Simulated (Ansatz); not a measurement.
# KCoF3 (Pm-3m): Hubbard U and Hund's J by constrained RPA

Wanted: the parameters of a Hubbard-Kanamori model for KCoF3 (Pm-3m).

Method: non-magnetic LDA, then constrained RPA, plane waves, PAW, in Ansatz 0.2.0.

## (1) The structure

It takes space group Pm-3m (No. 221, cubic). The conventional cell has a = 4.071 Å, b = 4.071 Å, c = 4.071 Å, α = 90.00°, β = 90.00°, γ = 90.00°. Nearest to K lie 12 F at 2.88 Å. Co has 6 F at 2.04 Å nearest. Nearest to F lie 2 Co at 2.04 Å and 4 K at 2.88 Å. Farther neighbours and most contacts between anions are not listed.

Coordinates:

```cif
data_structure
_symmetry_space_group_name_H-M 'P 1'
_symmetry_Int_Tables_number 1
_cell_length_a 4.0710
_cell_length_b 4.0710
_cell_length_c 4.0710
_cell_angle_alpha 90.000
_cell_angle_beta 90.000
_cell_angle_gamma 90.000
_cell_volume 67.47
loop_
_atom_site_label
_atom_site_type_symbol
_atom_site_fract_x
_atom_site_fract_y
_atom_site_fract_z
_atom_site_occupancy
K1 K 0.00000 0.00000 0.00000 1
Co2 Co 0.50000 0.50000 0.50000 1
F3 F 0.00000 0.50000 0.50000 1
F4 F 0.50000 0.00000 0.50000 1
F5 F 0.50000 0.50000 0.00000 1
```

The cell and positions come from the Crystallography Open Database and are kept as given unless a step says otherwise. The program's search for lower electronic states was switched off, so nothing shows that the state found is the lowest. The default PAW set here is soft_2. Its files were made with PBE.

## (2) LDA bands and orbital weights

This step: DFT, LDA, plane waves, PAW.

input.yaml reads:

```yaml
crystal:
  lattice:
    - [-4.071, 0.0, 0.0]
    - [0.0, 0.0, -4.071]
    - [0.0, -4.071, 0.0]
  atoms:
    - { symbol: K, position: [0.0, 0.0, 0.0] }
    - { symbol: Co, position: [0.5, 0.5, 0.5] }
    - { symbol: F, position: [0.0, 0.5, 0.5] }
    - { symbol: F, position: [0.5, 0.0, 0.5] }
    - { symbol: F, position: [0.5, 0.5, 0.0] }
kpoints:
  mp_grid: { grid: [6, 6, 6] }
  band_path:
    path:
      - [[0.0, 0.0, 0.0], [0.0, 0.5, 0.0], [0.5, 0.5, 0.0], [0.0, 0.0, 0.0], [0.5, 0.5, 0.5], [0.0, 0.5, 0.0]]
      - [[0.5, 0.5, 0.5], [0.5, 0.5, 0.0]]
    npoints: 10
hamiltonian:
  xc: lda
scf:
  occupations: { method: gaussian, width: 0.08 }
  n_extra_bands: 19
  max_iter: 150
  lower_state_search: "off"
output:
  eigenvalues: true
  fatbands: true
  write_density: true
  write_potential: true
  elf: true
  volumetric_format: npy
```

Started as:

```bash
ansatz run input.yaml --threads 4 --pin off --max-ram 14745MiB --backend cpu --events-out ev --progress --plain --runs-dir out
```

Numbers of over 12 decimals in the logs are rounded to 6 here.

Output:

```text
scf.n_extra_bands = 19 over 24 filled bands (N_el = 47.0): the run solves 43 bands
Engine: ansatz 0.2.0, aarch64-unknown-linux-gnu
Pseudopotentials: kind: paw
Pseudopotential: K, paw, valence charge 9, recommended cutoff 420 eV (normal), K.paw.azcp
Pseudopotential: Co, paw, valence charge 17, recommended cutoff 420 eV (normal), Co.paw.azcp
Pseudopotential: F, paw, valence charge 7, recommended cutoff 420 eV (normal), F.paw.azcp
Functional definition: SPW92
  exchange = slater_x
  correlation = pw_c
Crystal: 5 atoms, lattice volume = 67.469 Å³
Basis set: ecut = 420 eV, 1357 PW (Γ)
Bands: 43, of which v1, the nominal top of the filled ones, is band 24 counted from 1 (23 counted from 0)
Symmetry: 48 space group operations
Space group: Pm-3m (ITA 221), of the structure as read, at distance tolerance 4.1e-5 Å
k-points: 20 of 216
Non-local potential: K, projectors of the file, l = 0: 3, l = 1: 2, l = 2: 2
Non-local potential: Co, projectors of the file, l = 0: 3, l = 1: 2, l = 2: 3, l = 3: 1
Non-local potential: F, projectors of the file, l = 0: 2, l = 1: 2, l = 2: 1
PAW form: soft (Blöchl's): semilocal exchange-correlation on the pseudo side does not see the compensation charge
PAW frozen core: K, regenerated for the run's functional, and the local potential with it (the file was generated under x = pbe(κ = 0.804, μ = 0.219515), c = pbe(β = 0.066725))
PAW frozen core: Co, regenerated for the run's functional, and the local potential with it (the file was generated under x = pbe(κ = 0.804, μ = 0.219515), c = pbe(β = 0.066725))
PAW frozen core: F, regenerated for the run's functional, and the local potential with it (the file was generated under x = pbe(κ = 0.804, μ = 0.219515), c = pbe(β = 0.066725))
PAW one-centre angular grid: K, 110 points (default); XC on 64 Gauss nodes
PAW one-centre angular grid: Co, 590 points (default); XC on 64 Gauss nodes
PAW one-centre angular grid: F, 110 points (default); XC on 64 Gauss nodes
Initial density: superposition of atomic densities (neutral atoms: chi_scale 0, normalization atom), corrected by the library's trained network
Initial wavefunctions: pseudopotential atomic-orbital guess
Functional: x = slater, c = lda
SCF iter   1: F=—  HF=-8941.848624 eV  |F-HF|=—  |Δ(HF+E_count)|=         —  Δρ=2.21e-2  dr2=2.05e-1  ethr=1.77e-3  ⟨swp⟩=5.6  Hψ=3794  notcnv=0  defer=150
preconditioner: auto → LDOS  [metal: Δε(μ)=0.053 eV  Ē_g=21.135 eV  σ=0.080 eV  W_gap=0.36  n_scr=18 (ndim 8)  ℏωp=28.2 eV  f_vac=0.077  D(μ)=8.78/eV (n_scr^D=122)  β→1.0]
SCF iter   2: F=—  HF=-8941.836637 eV  |F-HF|=—  |Δ(HF+E_count)|=   1.20e-2  Δρ=2.15e-2  dr2=1.44e-1  ethr=4.36e-4  ⟨swp⟩=2.0  Hψ=1640  notcnv=0  defer=239
SCF iter   3: F=—  HF=-8941.785868 eV  |F-HF|=—  |Δ(HF+E_count)|=   5.08e-2  Δρ=2.14e-3  dr2=2.40e-3  ethr=3.07e-4  ⟨swp⟩=2.0  Hψ=1228  notcnv=0  defer=239
SCF iter   4: F=—  HF=-8941.785302 eV  |F-HF|=—  |Δ(HF+E_count)|=   5.66e-4  Δρ=1.11e-3  dr2=7.27e-4  ethr=5.11e-6  ⟨swp⟩=2.2  Hψ=937  notcnv=0  defer=239
SCF iter   5: F=—  HF=-8941.785224 eV  |F-HF|=—  |Δ(HF+E_count)|=   7.83e-5  Δρ=8.26e-4  dr2=3.82e-4  ethr=1.55e-6  ⟨swp⟩=1.0  Hψ=620  notcnv=0  defer=239
SCF iter   6: F=—  HF=-8941.785156 eV  |F-HF|=—  |Δ(HF+E_count)|=   6.77e-5  Δρ=2.67e-4  dr2=3.93e-5  ethr=8.13e-7  ⟨swp⟩=1.9  Hψ=692  notcnv=0  defer=239
SCF iter   7: F=—  HF=-8941.785149 eV  |F-HF|=—  |Δ(HF+E_count)|=   7.64e-6  Δρ=5.34e-5  dr2=1.12e-6  ethr=8.36e-8  ⟨swp⟩=2.0  Hψ=1042  notcnv=0  defer=238
SCF iter   8: F=-8941.785149 eV  HF=-8941.785149 eV  |F-HF|=3.75e-9  |Δ(HF+E_count)|=   1.17e-7  Δρ=6.49e-6  dr2=1.69e-8  ethr=2.13e-10  ⟨swp⟩=9.3  Hψ=4492  notcnv=0
SCF 1 converged in 8 iterations: F = -8941.785149 eV  dr2 = 1.69e-8
  greatest PAW one-centre occupation: 1.002 electrons in one spin orbital (limit 2), on the Co atom at site 1 (counted from 0), in its partial waves of l = 1
NSCF: frozen V_eff on 62 k-points
SCF converged after 8 iterations
Free energy (F): -8941.785149 eV
Harris-Foulkes:  -8941.785149 eV  (|F-HF|=3.75e-9)
Internal energy: -8941.757100 eV  (E = F + TS)
E sigma→0 (E₀):  -8941.771124 eV
Entropy (-TS):   -0.028049 eV (-5.610 meV/atom)
Fermi energy:    6.300824 eV
--- Per-component energies (eV) ---
  E_band       = -601.425009
  E_kinetic    = 1309.534230
  E_local      = -6452.993286  (includes V_loc(G=0)·N_el)
  E_nonlocal   = 712.934450
  E_hartree    = 2607.718200
  E_xc         = -519.167991
  E_vxc        = -663.952036  (∫ρ·V_xc dr)
  E_paw        = -2759.086006  (= ΣΔE_a)
  E_vpaw       = -722.382593  (= ΣTr[D̂ρ^β])
  E_aug_tail   = 0.006635  (compensation charges beyond the density's cutoff)
  E_ewald      = -3841.718838
  E_core_change = 1.015506  (= ΣΔE_core)
  E_smearing   = -0.028049  (= −TS)
  E_closure    = 0.000000  (closes the sum)
  Σ components = -8941.785149   (vs F -8941.785149, Δ=0.00e0)
--- Band table (eV; the first three rows and the last of 20) ---
  k-point 0: bands = [... 20 lower, 5.5287, 5.5287, 5.5287, 5.8106, 5.8106, 9.0795, 12.6856, 12.6856, ... 15 higher]
  k-point 1: bands = [... 20 lower, 5.5340, 5.6676, 5.6676, 5.8117, 6.0997, 9.5632, 12.9046, 12.9259, ... 15 higher]
  k-point 2: bands = [... 20 lower, 5.5446, 5.8139, 5.9262, 5.9262, 6.5210, 10.7955, 13.0862, 13.3675, ... 15 higher]
  k-point 19: bands = [... 20 lower, 6.3392, 6.3392, 6.3392, 7.7066, 7.7066, 12.8232, 12.8232, 12.8232, ... 15 higher]
```

The job ended after 2.8 s (4 threads of Arm Neoverse V1, shared host; peak memory 0.4 GiB; 10 s of CPU time).

In the SCF lines HF is the Harris–Foulkes energy and dr2 the Hartree energy of the density residual, in eV; the loop may stop once dr2 is under the threshold and the program's other checks hold. Hψ counts applications of the Hamiltonian.

Electronic bands along the path, in eV, zero at the Fermi level:

```
    point  band 21  band 22  band 23  band 24  band 25  band 26  band 27  band 28
        Γ    -0.77    -0.77    -0.77    -0.49    -0.49     2.78     6.38     6.38
  halfway    -0.76    -0.50    -0.50    -0.49     0.03     3.82     6.80     6.83
        X    -0.75    -0.49    -0.25    -0.25     0.38     5.88     5.95     7.31
  halfway    -0.49    -0.25    -0.22    -0.12     0.87     6.23     6.60     7.81
        M    -0.25    -0.25    -0.14     0.03     1.41     6.74     7.73     8.23
  halfway    -0.50    -0.49    -0.33    -0.25     0.45     4.60     7.13     7.40
        Γ    -0.77    -0.77    -0.77    -0.49    -0.49     2.78     6.38     6.38
  halfway    -0.33    -0.31    -0.31     0.44     0.44     5.15     7.55     7.55
        R     0.04     0.04     0.04     1.41     1.41     6.52     6.52     6.52
  halfway    -0.31    -0.13    -0.11     0.43     0.99     6.37     6.87     7.73
        X    -0.75    -0.49    -0.25    -0.25     0.38     5.88     5.95     7.31
jump to R     0.04     0.04     0.04     1.41     1.41     6.52     6.52     6.52
  halfway    -0.11    -0.11     0.03     0.67     1.41     6.64     7.16     7.16
        M    -0.25    -0.25    -0.14     0.03     1.41     6.74     7.73     8.23
```

Of the projections kept (Co 3d, F 2p), the largest for each band there; the rest of the weight can lie on other orbitals:

```
point     band 21     band 22     band 23     band 24     band 25    band 26    band 27    band 28
    Γ  Co 3d 0.99  Co 3d 0.99  Co 3d 0.99  Co 3d 0.97  Co 3d 0.97          -          -          -
    X  Co 3d 1.00  Co 3d 0.97  Co 3d 0.91  Co 3d 0.91  Co 3d 0.80  F 2p 0.12  F 2p 0.09  F 2p 0.01
    M  Co 3d 0.91  Co 3d 0.91  Co 3d 0.90  Co 3d 0.89  Co 3d 0.72  F 2p 0.12  F 2p 0.03  F 2p 0.01
    Γ  Co 3d 0.99  Co 3d 0.99  Co 3d 0.99  Co 3d 0.97  Co 3d 0.97          -          -          -
    R  Co 3d 0.88  Co 3d 0.88  Co 3d 0.88  Co 3d 0.72  Co 3d 0.72          -          -          -
    X  Co 3d 1.00  Co 3d 0.97  Co 3d 0.91  Co 3d 0.91  Co 3d 0.80  F 2p 0.12  F 2p 0.09  F 2p 0.01
```

Valence density in the ac plane at fractional y = 0.500, with atoms of Co and F within 0.2 Å of it. It is the smooth field of the valence electrons, not physical close to the nuclei.

Ten steps, logarithmic in the rise over the least value, from '_' (0 e/Å³) to '@' (43 e/Å³), each cell a mean:
```
________..--****++--..______
________..::====--::________
__________....::....________
..________........________..
--::..__..::====--::__..::--
**==::..::==####**--....--++
##**--..::++@@@@##==..::==**
**++--..::==%%@@##==....==**
==--......--==++==::....::--
::..______..::::::..____....
__________........__________
__________..----::..________
________..--++**==::________
________::==**##**--..______
```
Columns run along a (4.1 Å), rows up along c (4.1 Å). Atoms in or near the plane, at fractional coordinates: Co at (0.50, 0.50), F at (0.00, 0.50), F at (0.50, 0.00).

ELF in the ac plane at fractional y = 0.500, with atoms of Co and F within 0.2 Å of it. It is the smooth field of the valence electrons, not physical close to the nuclei.

Ten even steps from '0' (0.01) to '9' (0.97), each cell a mean:
```
00026876785100
00014777763000
21001244320001
65100000000035
87511233210268
78621378620377
57730499830476
67721489730477
88511244320278
76310110110146
32001123210012
00003577651000
00026877875100
00037865786200
```
Columns run along a (4.1 Å), rows up along c (4.1 Å). Atoms in or near the plane, at fractional coordinates: Co at (0.50, 0.50), F at (0.00, 0.50), F at (0.50, 0.00).

(Continued in part 2 of 2.)

[Paths, hosts, dates, memory and timing lines, banners, echoed tables and standing remarks are left out of the program output.]

[Logs are printed without paths, hosts, clocks, repeated set-up lines and the standing remarks that a program may print on its own settings, such as how far it seeks lower states.]

[Runs of the session that timed out or met a known fault of the program may be left out.]

[Hosts, paths, dates, database ids (printed as entryN), source tags and the programs' standing remarks are cut or masked in the printed files.]
